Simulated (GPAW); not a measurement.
# Optical response of AlN, part 2 of 2

Wanted: where AlN starts to absorb, how strongly, and its refractive index.

GPAW 26.7.0; DFT, LDA, plane-wave PAW (GPAW data sets), scalar-relativistic, RPA, optical limit.

So far. Step 2 (Ground state): There is a gap, 3.35 eV on this mesh (points off the mesh can give less), so no carriers' term is needed.

## 4. Dielectric function, RPA

Transitions between filled and empty bands, summed over the zone, give the optical response, so mesh, band count and broadening shape it.

The induced potential is part of this response.

This step: DFT, LDA, plane-wave PAW (GPAW data sets), scalar-relativistic, RPA, optical limit (GPAW 26.7.0).

File df.py:

```python
from gpaw.response.df import DielectricFunction

df = DielectricFunction('full.gpw', frequencies={'type': 'nonlinear', 'domega0': 0.03, 'omega2': 8},
                        ecut=80,
                        eta=0.1,
                        nbands=17,
                        txt='df.txt')
for direction in ['x']:
    df.get_dielectric_function(xc='RPA', direction=direction, filename=f'df_{direction}.csv')
```

Command:

```
$ OMP_NUM_THREADS=1 python df.py
```

Log:

```text
Using integrator: PointIntegrator
NonLinearFrequencyDescriptor(from 0.000 to 50.622 eV, 467 points)
Nonperiodic BCs:  [False False False]
Using integrator: PointIntegrator
NonLinearFrequencyDescriptor(from 0.000 to 50.622 eV, 467 points)
Nonperiodic BCs:  [False False False]

Calculating chi0 body with:
    Ground state adapter containing:
    Number of spins: 1
    Number of kpoints: 4096
    Number of irreducible kpoints: 145
    Number of completely occupied states: 4
    Number of partially occupied states: 4

    Linear response parametrization:
    q_c: [0.0, 0.0, 0.0]
    Number of frequency points: 467
    Planewave cutoff: 80.0
    Number of bands: 17
    Number of planewaves: 27
    Broadening (eta): 0.1

Integrating chi0 body.

Symmetries of q_c:
    Direct symmetries (Uq -> q): 24
    Indirect symmetries (TUq -> q): 24
In total 48 allowed symmetries.

145 groups of equivalent kpoints. 96.4599609375% reduction.

Integral kind: spectral function

Calculating chi0 optical extensions with:
    Ground state adapter containing:
    Number of spins: 1
    Number of kpoints: 4096
    Number of irreducible kpoints: 145
    Number of completely occupied states: 4
    Number of partially occupied states: 4

    Linear response parametrization:
    Number of frequency points: 467
    Planewave cutoff: 80.0
    Number of bands: 17
    Number of planewaves: 27
    Broadening (eta): 0.1
Integrating chi0 head and wings.

Symmetries of q_c:
    Direct symmetries (Uq -> q): 24
    Indirect symmetries (TUq -> q): 24
In total 48 allowed symmetries.

145 groups of equivalent kpoints. 96.4599609375% reduction.

Integral kind: spectral function wings
```

Elapsed: 4.3 s, on 1 thread of Arm Neoverse V1, shared host; peak memory 0.21 GiB.

This step gave:

- electronic dielectric constant ε∞, mean over x, y and z (by symmetry where fewer were run): 4.487
- main peak of Im epsilon, first axis: 7.599 eV

The Im ε, E ∥ x has structure finer than the step of the table below, so its rows give means over 0.5 eV, whole bins alone (the curve runs from 0 to 15.0 eV). Peaks (eV: height): 7.61: 8.12, 9.82: 4.77, 11.03: 4.95, 12.75: 5.01.

Values under the direct gap are tails of Lorentzian lines. The Im ε, E ∥ x by photon energy; means over each step:

photon energy (eV), Im ε, E ∥ x and a bar:
```
      0.5       0.01 
      1.0       0.01 
      1.5       0.02 
      2.0       0.03 
      2.5       0.04 
      3.0       0.05 
      3.5       0.09 
      4.0       0.24 #
      4.5       0.79 ###
      5.0       1.67 #######
      5.5       2.74 ###########
      6.0       3.93 ################
      6.5       4.80 ###################
      7.0       6.63 ###########################
      7.5       7.50 ##############################
      8.0       7.10 ############################
      8.5       3.84 ###############
      9.0       2.78 ###########
      9.5       4.13 #################
     10.0       4.30 #################
     10.5       4.21 #################
     11.0       4.59 ##################
     11.5       4.30 #################
     12.0       4.17 #################
     12.5       4.62 ###################
     13.0       4.40 ##################
     13.5       3.39 ##############
     14.0       3.05 ############
     14.5       2.84 ###########
```

Table of Re ε, E ∥ x by photon energy:

photon energy (eV), Re ε, E ∥ x and a bar from the least value:
```
      0.0       4.49 ###################
      0.5       4.50 ###################
      1.0       4.54 ###################
      1.5       4.62 ####################
      2.0       4.73 ####################
      2.5       4.88 #####################
      3.0       5.11 #####################
      3.5       5.44 ######################
      4.0       6.02 ########################
      4.5       6.47 ##########################
      5.0       7.46 #############################
      5.5       7.76 ##############################
      6.0       6.99 ###########################
      6.5       7.09 ############################
      7.0       4.87 #####################
      7.5       4.26 ##################
      8.0       0.51 ######
      8.5      -0.53 ###
      9.0       2.14 ############
      9.5       2.26 ############
     10.0       1.39 #########
     10.5       1.42 #########
     11.0       1.31 #########
     11.5       0.71 #######
     12.0       1.05 ########
     12.5       0.50 ######
     13.0      -1.29 
     13.5      -0.91 #
     14.0      -1.06 #
     14.5      -1.36
```

The loss function −Im 1/ε at q → 0, E ∥ x has structure finer than the step of the table below, so its rows give means over 0.25 eV, whole bins alone (the curve runs from 0 to 15.0 eV). Peaks (eV: height): 8.641: 0.343, 10.448: 0.233, 11.787: 0.266, 14.040: 0.315.

Values under the direct gap are tails of Lorentzian lines. Loss function −Im 1/ε at q → 0, E ∥ x against energy loss; means over each step:

```
energy loss (eV)  loss function −Im 1/ε at q → 0, E ∥ x
            0.25                                 1.3e-4
            0.50                                 2.7e-4
            0.75                                 4.1e-4
            1.00                                 5.5e-4
            1.25                                 6.9e-4
            1.50                                 8.5e-4
            1.75                                0.00101
            2.00                                0.00118
            2.25                                0.00136
            2.50                                0.00156
            2.75                                0.00180
            3.00                                0.00207
            3.25                                0.00240
            3.50                                0.00286
            3.75                                0.00369
            4.00                                0.00652
            4.25                                 0.0110
            4.50                                 0.0196
            4.75                                 0.0207
            5.00                                 0.0277
            5.25                                 0.0398
            5.50                                 0.0414
            5.75                                 0.0564
            6.00                                 0.0603
            6.25                                 0.0708
            6.50                                 0.0652
            6.75                                 0.0723
            7.00                                 0.0963
            7.25                                 0.0973
            7.50                                 0.0995
            7.75                                  0.118
            8.00                                  0.131
            8.25                                  0.186
            8.50                                  0.273
            8.75                                  0.320
            9.00                                  0.242
            9.25                                  0.169
            9.50                                  0.183
            9.75                                  0.181
           10.00                                  0.210
           10.25                                  0.195
           10.50                                  0.220
           10.75                                  0.200
           11.00                                  0.194
           11.25                                  0.218
           11.50                                  0.219
           11.75                                  0.256
           12.00                                  0.223
           12.25                                  0.222
           12.50                                  0.216
           12.75                                  0.201
           13.00                                  0.210
           13.25                                  0.249
           13.50                                  0.274
           13.75                                  0.274
           14.00                                  0.301
           14.25                                  0.287
           14.50                                  0.292
           14.75                                  0.304
```

The reflectivity at normal incidence, E ∥ x has structure finer than the step of the table below, so its rows give means over 0.5 eV, whole bins alone (the curve runs from 0 to 15.0 eV). Peaks (eV: height): 8.09: 37.8, 9.89: 24.2, 10.38: 24.7, 11.56: 27.9, 13.08: 37.4.

The reflectivity at normal incidence, E ∥ x by photon energy; means over each step:

photon energy (eV), reflectivity at normal incidence, E ∥ x (%) and a bar from the least value:
```
      0.5       12.9 
      1.0       13.1 
      1.5       13.3 #
      2.0       13.7 #
      2.5       14.2 ##
      3.0       14.9 ###
      3.5       16.0 ####
      4.0       17.7 ######
      4.5       19.4 ########
      5.0       21.6 ###########
      5.5       23.3 #############
      6.0       24.4 ###############
      6.5       25.9 ################
      7.0       28.8 ####################
      7.5       31.3 #######################
      8.0       35.1 ############################
      8.5       27.2 ##################
      9.0       15.2 ###
      9.5       20.8 ##########
     10.0       22.4 ############
     10.5       22.5 ############
     11.0       24.9 ###############
     11.5       25.9 ################
     12.0       24.4 ###############
     12.5       28.1 ###################
     13.0       35.6 #############################
     13.5       34.0 ###########################
     14.0       33.8 ###########################
     14.5       36.5 ##############################
```

Values under the direct gap are tails of Lorentzian lines. Im ε, E ∥ x against photon energy; read off at these points:

```
photon energy (eV)  without local fields  with local fields
             0.000                     0                  0
             0.250               0.00303            0.00271
             0.500               0.00610            0.00547
             0.750               0.00928            0.00831
             1.000                0.0126             0.0113
             1.250                0.0162             0.0145
             1.500                0.0201             0.0180
             1.750                0.0244             0.0219
             2.000                0.0293             0.0262
             2.250                0.0349             0.0313
             2.500                0.0415             0.0373
             2.750                0.0495             0.0445
             3.000                0.0597             0.0538
             3.250                0.0733             0.0661
             3.500                0.0930             0.0843
             3.750                 0.128              0.117
             4.000                 0.250              0.235
             4.250                 0.423              0.400
             4.500                 0.886              0.850
             4.750                  1.07               1.01
             5.000                  1.65               1.50
             5.250                  2.22               2.02
             5.500                  3.34               2.86
             5.750                  3.87               3.43
             6.000                  4.54               3.98
             6.250                  5.19               4.59
             6.500                  5.13               4.32
             6.750                  7.48               6.43
             6.820                  7.97               7.04
             7.000                  7.38               6.74
             7.250                  7.31               6.57
             7.500                  8.58               7.87
             7.554                  8.68               8.04
             7.612                  8.64               8.12
             7.750                  7.85               7.45
             7.907                  8.62               8.07
             8.000                  8.16               7.80
             8.250                  5.60               5.26
             8.500                  3.84               3.64
             8.750                  3.42               2.88
             9.000                  2.96               2.32
             9.250                  4.59               3.65
             9.500                  4.87               4.14
             9.750                  5.07               4.47
            10.000                  4.44               4.19
            10.250                  5.18               4.50
            10.500                  4.68               3.82
            10.750                  5.55               4.23
            11.000                  6.50               4.91
            11.250                  5.81               4.34
            11.500                  6.05               4.59
            11.750                  4.91               3.70
            12.000                  6.15               4.34
            12.250                  5.71               4.41
            12.500                  5.81               4.53
            12.750                  5.33               5.01
            13.000                  4.00               4.51
            13.250                  3.32               3.61
            13.500                  3.16               3.33
            13.750                  2.98               3.29
            14.000                  2.66               2.89
            14.250                  2.86               3.19
            14.500                  2.21               2.73
            14.750                  2.13               2.70
```

At chosen wavelengths:

```
wavelength (nm)     n      k  R (%)     1/α
           1550  2.13  0.002   13.0   59 µm
           1064  2.14  0.003   13.1   27 µm
            633  2.17  0.006   13.6  8.6 µm
            450  2.23  0.010   14.5  3.6 µm
            405  2.27  0.012   15.0  2.6 µm
            248  2.74  0.273   22.1   72 nm
            193  2.68  0.761   24.1   20 nm
```

Below the direct gap, k and the depth come from the tails of the Lorentzian lines, not from transitions.

Rows near the edge hang on the gap, which this functional as a rule makes too small, and phonon-assisted absorption is left out.

## 5. What came out

```
electronic dielectric constant ε∞, mean over x, y and z (by symmetry where fewer were run) (RPA) : 4.49
main peak of Im epsilon, first axis                                                              : 7.60 eV
```

In words: At this level (LDA, RPA) AlN has ε∞ = 4.49 and n = 2.13 at 1550 nm, and Im ε peaks at 7.6 eV. On the mesh the gap is 3.17 eV and the least direct gap 4.08 eV, so on this mesh the band edges lie at different points. Local fields change the static value along x from 4.83 to 4.49 (-7 %). Distinct maxima of Im ε, read by a parabola through the highest points, lie at 6.86 eV (7.1), 7.60 eV (8.1), 7.92 eV (8.1) and 12.78 eV (5.0). Excitons and phonon-assisted transitions are missing; LDA gaps are as a rule too small, which pulls the onset down and ε∞ up. The sum runs over mesh points, so small or evenly spaced maxima can still be ripples of the mesh.

[Machine, clock and banner lines and Python warnings are left out of the logs.]

[Logs are printed without paths, hosts, clocks, repeated set-up lines and the standing remarks that a program may print on its own settings, such as how far it seeks lower states.]

[Hosts, paths, dates, database ids (printed as entryN), source tags and the programs' standing remarks are cut or masked in the printed files.]
